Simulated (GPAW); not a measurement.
# A Sn chain with two P atoms in line: relaxation, then transmission at several levels

Aim: the conductance of a Sn chain with two P atoms in line after relaxation, and whether geometry, basis or functional moves it most.

Calculated with GPAW 26.7.0; GPAW LCAO, PAW setups; relaxation of the junction within the symmetry of its start, lead ends held, in the first sound run; inputs show where later runs differ.

### 1. The starting structure

The cell holds 14 atoms: 12 Sn and 2 P. Its edges and angles: a = 9.000 Å, b = 9.000 Å, c = 37.039 Å, α = 90.0°, β = 90.0°, γ = 90.0°. Regions: left lead, 6 atoms (6 Sn); channel, 2 atoms (2 P); right lead, 6 atoms (6 Sn). Vacuum lies along a and b. The structure is stacked along c, and the current runs across the ab planes.

### 2. Relaxation

Transmission follows bond lengths closely, so the atoms between the held lead ends are relaxed first, within whatever symmetry the start has.

run.py

```python
import json
from ase import Atoms
from ase.constraints import FixAtoms
from ase.optimize import BFGS
from gpaw import GPAW, FermiDirac

device = Atoms(
    ['Sn', 'Sn', 'Sn', 'Sn', 'Sn', 'Sn', 'P', 'P', 'Sn', 'Sn', 'Sn', 'Sn', 'Sn', 'Sn'],
    positions=[
        [4.50000, 4.50000, 1.37500],
        [4.50000, 4.50000, 4.12500],
        [4.50000, 4.50000, 6.87500],
        [4.50000, 4.50000, 9.62500],
        [4.50000, 4.50000, 12.37500],
        [4.50000, 4.50000, 15.12500],
        [4.50000, 4.50000, 17.49930],
        [4.50000, 4.50000, 19.53930],
        [4.50000, 4.50000, 21.91360],
        [4.50000, 4.50000, 24.66360],
        [4.50000, 4.50000, 27.41360],
        [4.50000, 4.50000, 30.16360],
        [4.50000, 4.50000, 32.91360],
        [4.50000, 4.50000, 35.66360]],
    cell=[[9.0, 0.0, 0.0], [0.0, 9.0, 0.0], [0.0, 0.0, 37.0386]],
    pbc=True)

device.set_constraint(FixAtoms([0, 1, 2, 3, 4, 9, 10, 11, 12, 13]))
device.calc = GPAW(mode='lcao', basis='dzp', xc='PBE', h=0.18,
                   kpts={'size': (1, 1, 2), 'gamma': True},
                   symmetry={'tolerance': 1e-3, 'extra_ids': [1, 1, 1, 1, 1, 0, 0, 0, 0, 1, 1, 1, 1, 1]},
                   occupations=FermiDirac(0.1), maxiter=250,
                   mixer=dict(beta=0.1, nmaxold=8, weight=100.0),
                   convergence=dict(density=0.0001), txt='relax.txt')
path = []
opt = BFGS(device, maxstep=0.15)
opt.attach(lambda: path.append((device.get_potential_energy(), device.positions.tolist(), device.get_forces().tolist())))
relaxed = bool(opt.run(fmax=0.05, steps=50))
json.dump(dict(relaxed=relaxed, path=path, positions=device.positions.tolist(), moments=device.get_magnetic_moments().tolist(),
               forces=device.get_forces(apply_constraint=False).tolist()), open('result.json', 'w'))
```

Command:

```bash
> OMP_NUM_THREADS=1 OPENBLAS_NUM_THREADS=1 python run.py
```

What it wrote:

```text
Step          Energy          fmax
BFGS:    0      -35.639303        0.320046
BFGS:    1      -35.642173        0.180641
BFGS:    2      -35.643265        0.175263
BFGS:    3      -35.643904        0.074344
BFGS:    4      -35.643854        0.034520
```

Elapsed: 2.3 min, on 1 thread of Arm Neoverse V2, shared host; peak memory 1.6 GiB.

The steps of the relaxation:

```tsv
step	energy less that of the first step (eV)	largest force (eV/Å)
1	0.0000	0.3200
2	-0.0026	0.1806
3	-0.0035	0.1753
4	-0.0043	0.0743
5	-0.0043	0.0345
```

Final coordinates:

```cif
data_structure
_symmetry_space_group_name_H-M 'P 1'
_symmetry_Int_Tables_number 1
_cell_length_a 9.0000
_cell_length_b 9.0000
_cell_length_c 37.0386
_cell_angle_alpha 90.000
_cell_angle_beta 90.000
_cell_angle_gamma 90.000
_cell_volume 3000.13
loop_
_atom_site_label
_atom_site_type_symbol
_atom_site_fract_x
_atom_site_fract_y
_atom_site_fract_z
_atom_site_occupancy
Sn1 Sn 0.50000 0.50000 0.03712 1
Sn2 Sn 0.50000 0.50000 0.11137 1
Sn3 Sn 0.50000 0.50000 0.18562 1
Sn4 Sn 0.50000 0.50000 0.25986 1
Sn5 Sn 0.50000 0.50000 0.33411 1
Sn6 Sn 0.50000 0.50000 0.40815 1
P7 P 0.50000 0.50000 0.47267 1
P8 P 0.50000 0.50000 0.52733 1
Sn9 Sn 0.50000 0.50000 0.59185 1
Sn10 Sn 0.50000 0.50000 0.66589 1
Sn11 Sn 0.50000 0.50000 0.74014 1
Sn12 Sn 0.50000 0.50000 0.81438 1
Sn13 Sn 0.50000 0.50000 0.88863 1
Sn14 Sn 0.50000 0.50000 0.96288 1
```

The relaxation lowered the energy of the cell by 0.00431 eV (energies extrapolated to zero smearing; the optimiser's log prints free energies). The largest force left on a free atom is 0.035 eV/Å.

### 3. GPAW, dzp

Localised orbitals split the wire into layers that couple to their neighbours alone, which is what the Green's function method needs; double zeta with polarisation is the usual level for numbers.

This step: GPAW LCAO, PAW setups; Landauer transmission from Green's functions with principal layers (ASE), zero bias (GPAW 26.7.0).

run.py

```python
import json
import numpy as np
from ase import Atoms
from ase.transport.calculators import TransportCalculator
from gpaw import GPAW, FermiDirac
from gpaw.lcao.tools import get_lcao_hamiltonian
from scipy.linalg import eigh

# The junction with lead layers at both ends, along the third cell vector
device = Atoms(
    ['Sn', 'Sn', 'Sn', 'Sn', 'Sn', 'Sn', 'P', 'P', 'Sn', 'Sn', 'Sn', 'Sn', 'Sn', 'Sn'],
    positions=[
        [4.50000, 4.50000, 1.37500],
        [4.50000, 4.50000, 4.12500],
        [4.50000, 4.50000, 6.87500],
        [4.50000, 4.50000, 9.62500],
        [4.50000, 4.50000, 12.37500],
        [4.50000, 4.50000, 15.11716],
        [4.50000, 4.50000, 17.50713],
        [4.50000, 4.50000, 19.53147],
        [4.50000, 4.50000, 21.92144],
        [4.50000, 4.50000, 24.66360],
        [4.50000, 4.50000, 27.41360],
        [4.50000, 4.50000, 30.16360],
        [4.50000, 4.50000, 32.91360],
        [4.50000, 4.50000, 35.66360]],
    cell=[[9.0, 0.0, 0.0], [0.0, 9.0, 0.0], [0.0, 0.0, 37.0386]],
    pbc=True)

# One principal layer of the lead: the first 3 atoms of the device
lead = Atoms(
    ['Sn', 'Sn', 'Sn'],
    positions=[
        [4.50000, 4.50000, 1.37500],
        [4.50000, 4.50000, 4.12500],
        [4.50000, 4.50000, 6.87500]],
    cell=[[9.0, 0.0, 0.0], [0.0, 9.0, 0.0], [0.0, 0.0, 8.25]],
    pbc=True)

settings = dict(mode='lcao', basis='dzp', xc='PBE', h=0.2,
                occupations=FermiDirac(0.1), maxiter=250,
                mixer=dict(beta=0.1, nmaxold=8, weight=100.0),
                convergence=dict(density=0.0001))
energies = np.arange(-2, 2 + 1e-9, 0.025)
eta = 0.0001
n1, n2 = 1, 1
# k and -k transmit alike, so half of the mesh across the current serves
mesh = [(i, j) for i in range(n1) for j in range(n2) if (i, j) <= (-i % n1, -j % n2)]
weights = np.array([1 if (i, j) == (-i % n1, -j % n2) else 2 for i, j in mesh]) / (n1 * n2)


def ground_state(atoms, size, txt):
    atoms.calc = GPAW(kpts={'size': size, 'gamma': True}, symmetry={'tolerance': 1e-3}, txt=txt, **settings)
    atoms.get_potential_energy()
    return atoms.calc.get_fermi_level()


def blocks(atoms, fermi, points, nz, cells):
    """H - E_F S and S between cell 0 and the cells above it, at each point across the current."""
    kz = np.arange(nz) / nz
    calc = atoms.calc.fixed_density(kpts=[(*k, z) for k in points for z in kz], symmetry='off', txt=None)
    H, S = get_lcao_hamiltonian(calc)
    H = (H - fermi * S).reshape(len(H), len(points), nz, *S.shape[1:])
    S = S.reshape(H.shape[1:])
    phases = [np.exp(-2j * np.pi * kz * R) / nz for R in cells]
    return [(np.einsum('skzij,z->ksij', H, p), np.einsum('kzij,z->kij', S, p)) for p in phases]


def pair(a, b):
    return np.block([[a, b], [b.T.conj(), a]])


def count_channels(h, s, cells, nk=240):
    """Half the number of times that the lead's bands cross each energy, unfolded to its shortest repeat."""
    b = len(h) // cells
    bands = []
    for k in (np.arange(nk + 1) + 0.5) / nk:
        hk, sk = h[:b, :b].copy(), s[:b, :b].copy()
        for R in range(1, cells):
            phase, block = np.exp(2j * np.pi * k * R), slice(R * b, (R + 1) * b)
            hk += h[:b, block] * phase + (h[:b, block] * phase).T.conj()
            sk += s[:b, block] * phase + (s[:b, block] * phase).T.conj()
        w, u = eigh(sk)
        x = u[:, w > 1e-5] / w[w > 1e-5]**0.5  # drop near-dependent combinations
        bands.append(np.r_[eigh(x.T.conj() @ hk @ x, eigvals_only=True), [1e9] * (w <= 1e-5).sum()])
    below = np.array(bands)[:, :, None] < energies
    return (below[1:] != below[:-1]).sum((0, 1)) / 2


fermi_lead = ground_state(lead, (1, 1, 14), 'lead.txt')
fermi_device = ground_state(device, (1, 1, 2), 'device.txt')
T, channels, eigen, tail, misfit, shifts = [], [], [], 0.0, 0.0, []
for first in range(0, len(mesh), 566):
    points = [(i / n1, j / n2) for i, j in mesh[first:first + 566]]
    (H0k, S0k), (H1k, S1k), (H2k, _) = blocks(lead, fermi_lead, points, 5, range(3))
    [(Hk, Sk)] = blocks(device, fermi_device, points, 2, [0])
    tail = max(tail, abs(H2k).max())
    for H0, S0, H1, S1, H, S in zip(H0k, S0k, H1k, S1k, Hk, Sk):
        n = len(S0)
        # Shift the lead onto the potential of the device's first layer
        shift = ((H[:, 0, 0] - H0[:, 0, 0]) / S0[0, 0]).real.mean()
        shifts.append(shift)
        misfit = max(misfit, abs(H[:, :n, :n] - H0 - shift * S0).max())
        Tk, Ck, Ek = [], [], []
        for s in range(len(H)):
            t = s % len(H0)  # a lead without moments serves both spins
            h1, s1 = pair(H0[t] + shift * S0, H1[t] + shift * S1), pair(S0, S1)
            leads = dict(h1=h1, s1=s1, energies=energies, eta=eta, eta1=eta, eta2=eta)
            calc = TransportCalculator(h=H[s], s=S, eigenchannels=3, **leads)
            Tk.append(calc.get_transmission())
            Ek.append(np.sort(calc.eigenchannels_ne, axis=0)[::-1])
            Ck.append(count_channels(h1, s1, 6))
        T.append(Tk)
        channels.append(Ck)
        eigen.append(Ek)
T, channels = np.array(T), np.array(channels)
mean, open_channels = np.einsum('kse,k->se', T, weights), np.einsum('kse,k->se', channels, weights)

print(f'basis functions: device {len(S)}, principal layer {n}')
print(f'Fermi level: lead {fermi_lead:.4f} eV, device {fermi_device:.4f} eV; lead shifted by {np.mean(shifts):.4f} eV')
print(f'largest coupling past the next layer {tail:.2e} eV, largest misfit of the first layer {misfit:.3f} eV')
print('  E-E_F (eV)   ' + 'T (one spin)  channels')
for e, t, c in zip(energies, mean.T, open_channels.T):
    print(f'{e:10.3f}  ', *[f'{x:11.4e}' for x in t], *[f'{x:9.4f}' for x in c])

kT = 8.617333e-5 * 300
fine = np.linspace(energies[0], energies[-1], 4001)
both = np.exp(np.interp(fine, energies, np.log(np.maximum(mean.sum(0) * 2 / len(mean), 1e-30))))
fermi = lambda mu: 1 / (1 + np.exp(np.clip((fine - mu) / kT, -200, 200)))
slope = fermi(0) * (1 - fermi(0)) / kT
G = np.trapezoid(both * slope, fine) / 2
seebeck = -np.trapezoid(both * slope * fine, fine) / (2 * G * 300) * 1e6
print(f'conductance at 300 K: {G:.5g} G0 a cell; thermopower {seebeck:.4g} uV/K')
bias = [0.1, 0.2, 0.5, 1.0, 1.5, 2.0]
current = [38.74 * np.trapezoid(both * (fermi(V / 2) - fermi(-V / 2)), fine) for V in bias]
for V, I in zip(bias, current):
    print(f'current from the zero-bias T(E) at {V} V: {I:.5g} uA')
zero = abs(energies).argmin()
json.dump(dict(energies=energies.tolist(), T=mean.tolist(), channels=open_channels.tolist(), G=G, seebeck=seebeck,
               bias=bias, current=current, tail=tail, misfit=misfit, shift=np.mean(shifts), n_device=len(S), n_lead=n,
               fermi=[fermi_lead, fermi_device], energy=device.get_potential_energy(),
               moments=device.get_magnetic_moments().tolist(), mesh=mesh, weights=weights.tolist(),
               T_k=T[:, :, zero].tolist(), eigen=np.array(eigen[0]).tolist()), open('result.json', 'w'))
```

What it wrote:

```text
basis functions: device 302, principal layer 69
Fermi level: lead -2.9469 eV, device -3.0285 eV; lead shifted by 0.0182 eV
largest coupling past the next layer 3.84e-07 eV, largest misfit of the first layer 0.026 eV
  E-E_F (eV)   T (one spin)  [channel counts left out]
    -2.000    4.9102e-01
    -1.975    4.9653e-01
    -1.950    5.0188e-01
    -1.925    5.0707e-01
    -1.900    5.1211e-01
    -1.875    5.1703e-01
    -1.850    5.2183e-01
    -1.825    5.2652e-01
    -1.800    5.3111e-01
    -1.775    5.3561e-01
    -1.750    5.4003e-01
    -1.725    5.4437e-01
    -1.700    5.4864e-01
    -1.675    5.5285e-01
    -1.650    5.5699e-01
    -1.625    5.6108e-01
[...]
1.825    2.8253e+00
     1.850    2.8301e+00
     1.875    2.8349e+00
     1.900    2.8396e+00
     1.925    2.8442e+00
     1.950    2.8487e+00
     1.975    2.8531e+00
     2.000    2.8573e+00
conductance at 300 K: 2.6595 G0 a cell; thermopower -0.0497 uV/K
current from the zero-bias T(E) at 0.1 V: 20.603 uA
current from the zero-bias T(E) at 0.2 V: 41.194 uA
current from the zero-bias T(E) at 0.5 V: 102.78 uA
current from the zero-bias T(E) at 1.0 V: 204.33 uA
current from the zero-bias T(E) at 1.5 V: 303.59 uA
current from the zero-bias T(E) at 2.0 V: 373.2 uA
```

Wall time 54 s (1 thread); peak memory 1.2 GiB.

Numbers from this step:

- conductance: 2.659 G₀
- largest coupling past the next principal layer: 3.84e-7 eV
- largest misfit of the first principal layer: 0.02620 eV
- shift that aligns the lead: 0.01818 eV
- basis functions of the junction: 302
- basis functions of a principal layer: 69
- transmission at the Fermi level (one spin): 2.660

One spin. Transmission, zone mean against energy, zero at the Fermi level:

```tsv
energy (eV)	transmission, zone mean
-2.000	0.491
-1.900	0.512
-1.800	0.531
-1.700	0.549
-1.600	0.565
-1.500	0.581
-1.400	0.596
-1.300	0.610
-1.200	0.624
-1.100	0.637
-1.000	0.650
-0.900	0.662
-0.800	0.673
-0.700	2.58
-0.600	2.58
-0.500	2.60
-0.400	2.62
-0.300	2.64
-0.200	2.65
-0.100	2.66
0.000	2.66
0.100	2.66
0.200	2.65
0.300	2.63
0.400	2.61
0.500	2.60
0.600	2.59
0.700	2.60
0.800	2.61
0.900	2.64
1.000	2.66
1.100	2.68
1.200	2.71
1.300	2.73
1.400	2.75
1.500	2.76
1.600	2.78
1.700	2.80
1.800	2.82
1.900	2.84
2.000	2.86
```

Not self-consistent under bias; the bias window is split evenly. Table of current through one cell, from the zero-bias transmission by bias:

```tsv
bias (V)	current through one cell, from the zero-bias transmission (μA)
0.100	20.6
0.200	41.2
0.500	103
1.000	204
1.500	304
2.000	373
```

The transmission of the three most open eigenchannels by energy, zero at the Fermi level:

```tsv
energy (eV)	channel 1	channel 2	channel 3
-2.000	0.491	0	0
-1.900	0.512	0	0
-1.800	0.531	0	0
-1.700	0.549	0	0
-1.600	0.565	0	0
-1.500	0.581	0	0
-1.400	0.596	0	0
-1.300	0.610	0	0
-1.200	0.624	0	0
-1.100	0.637	0	0
-1.000	0.650	0	0
-0.900	0.662	5.8e-12	5.8e-12
-0.800	0.673	4.5e-6	4.5e-6
-0.700	0.946	0.946	0.684
-0.600	0.941	0.941	0.694
-0.500	0.948	0.948	0.704
-0.400	0.955	0.955	0.714
-0.300	0.957	0.957	0.722
-0.200	0.958	0.958	0.731
-0.100	0.958	0.958	0.739
0.000	0.957	0.957	0.747
0.100	0.952	0.952	0.755
0.200	0.943	0.943	0.762
0.300	0.931	0.931	0.770
0.400	0.918	0.918	0.777
0.500	0.906	0.906	0.785
0.600	0.900	0.900	0.792
0.700	0.899	0.899	0.800
0.800	0.903	0.903	0.807
0.900	0.910	0.910	0.815
1.000	0.919	0.919	0.822
1.100	0.928	0.928	0.829
1.200	0.935	0.935	0.837
1.300	0.942	0.942	0.844
1.400	0.947	0.947	0.852
1.500	0.953	0.953	0.853
1.600	0.959	0.959	0.863
1.700	0.965	0.965	0.870
1.800	0.972	0.972	0.877
1.900	0.978	0.978	0.883
2.000	0.984	0.984	0.889
```

Couplings past the next layer reach 3.8e-7 eV, small enough to drop; the matrix elements of the cell's first layer differ from the bulk lead's by up to 0.026 eV. That layer keeps its own values in the calculation, and only beyond it is the lead taken as perfect. The Fermi levels of lead and junction count from different zeros of potential, one for each periodic cell; with both set to zero, the small remaining shift is what aligns them. By hand: G = 2.659 × 77.48 μS = 206 μS, a resistance of 4.85 kΩ; at 0.1 V a linear junction would pass 20.6 μA, and the integral over the bias window gives 20.6 μA.

### 4. Single-zeta polarised basis

The second zeta is dropped, the polarisation orbitals stay.

Edit run.py of step 3 so:

```diff
@@ -39,3 +39,3 @@
 
-settings = dict(mode='lcao', basis='dzp', xc='PBE', h=0.2,
+settings = dict(mode='lcao', basis='szp(dzp)', xc='PBE', h=0.2,
                 occupations=FermiDirac(0.1), maxiter=250,
```

What it wrote:

```text
basis functions: device 186, principal layer 42
Fermi level: lead -3.2113 eV, device -3.3159 eV; lead shifted by 0.0164 eV
largest coupling past the next layer 3.63e-07 eV, largest misfit of the first layer 0.023 eV
  E-E_F (eV)   T (one spin)  [channel counts left out]
    -2.000    4.4572e-01
    -1.975    4.5233e-01
    -1.950    4.5869e-01
    -1.925    4.6484e-01
    -1.900    4.7078e-01
    -1.875    4.7653e-01
    -1.850    4.8210e-01
    -1.825    4.8752e-01
    -1.800    4.9278e-01
    -1.775    4.9790e-01
    -1.750    5.0290e-01
    -1.725    5.0777e-01
    -1.700    5.1253e-01
    -1.675    5.1718e-01
    -1.650    5.2174e-01
    -1.625    5.2620e-01
[...]
1.825    2.8103e+00
     1.850    2.8150e+00
     1.875    2.8197e+00
     1.900    2.8243e+00
     1.925    2.8288e+00
     1.950    2.8332e+00
     1.975    2.8375e+00
     2.000    2.8417e+00
conductance at 300 K: 2.6237 G0 a cell; thermopower -0.08043 uV/K
current from the zero-bias T(E) at 0.1 V: 20.326 uA
current from the zero-bias T(E) at 0.2 V: 40.638 uA
current from the zero-bias T(E) at 0.5 V: 101.37 uA
current from the zero-bias T(E) at 1.0 V: 201.45 uA
current from the zero-bias T(E) at 1.5 V: 297.95 uA
current from the zero-bias T(E) at 2.0 V: 363.92 uA
```

The job ended after 37 s (1 thread; peak memory 1.2 GiB).

Numbers from this step:

- conductance: 2.624 G₀
- largest coupling past the next principal layer: 3.63e-7 eV
- largest misfit of the first principal layer: 0.02285 eV
- shift that aligns the lead: 0.01642 eV
- basis functions of the junction: 186
- basis functions of a principal layer: 42
- transmission at the Fermi level (one spin): 2.625

One spin. Transmission, zone mean against energy, zero at the Fermi level:

```tsv
energy (eV)	transmission, zone mean
-2.000	0.446
-1.900	0.471
-1.800	0.493
-1.700	0.513
-1.600	0.531
-1.500	0.547
-1.400	0.563
-1.300	0.578
-1.200	0.592
-1.100	0.605
-1.000	0.617
-0.900	0.629
-0.800	0.641
-0.700	2.51
-0.600	2.52
-0.500	2.55
-0.400	2.58
-0.300	2.59
-0.200	2.61
-0.100	2.62
0.000	2.62
0.100	2.62
0.200	2.61
0.300	2.60
0.400	2.58
0.500	2.57
0.600	2.56
0.700	2.57
0.800	2.59
0.900	2.61
1.000	2.64
1.100	2.66
1.200	2.69
1.300	2.71
1.400	2.73
1.500	2.75
1.600	2.77
1.700	2.79
1.800	2.81
1.900	2.82
2.000	2.84
```

Not self-consistent under bias; the bias window is split evenly. Table of current through one cell, from the zero-bias transmission by bias:

```tsv
bias (V)	current through one cell, from the zero-bias transmission (μA)
0.100	20.3
0.200	40.6
0.500	101
1.000	201
1.500	298
2.000	364
```

Table of transmission of the three most open eigenchannels by energy, zero at the Fermi level:

```tsv
energy (eV)	channel 1	channel 2	channel 3
-2.000	0.446	0	0
-1.800	0.493	0	0
-1.600	0.531	0	0
-1.400	0.563	0	0
-1.200	0.592	0	0
-1.000	0.617	0	0
-0.800	0.641	3.0e-8	3.0e-8
-0.600	0.931	0.931	0.662
-0.400	0.948	0.948	0.681
-0.200	0.954	0.954	0.699
0.000	0.954	0.954	0.716
0.200	0.941	0.941	0.733
0.400	0.916	0.916	0.748
0.600	0.900	0.900	0.764
0.800	0.904	0.904	0.779
1.000	0.921	0.921	0.794
1.200	0.938	0.938	0.809
1.400	0.951	0.951	0.823
1.600	0.964	0.964	0.839
1.800	0.976	0.976	0.854
2.000	0.987	0.987	0.868
```

The conductance, 2.62 G₀, lies 1.3 % below that of the dzp run.

(Continued in part 2 of 2.)

[Logs are printed without paths, hosts, clocks, repeated set-up lines and the standing remarks that a program may print on its own settings, such as how far it seeks lower states.]

[Hosts, paths, dates, database ids (printed as entryN), source tags and the programs' standing remarks are cut or masked in the printed files.]
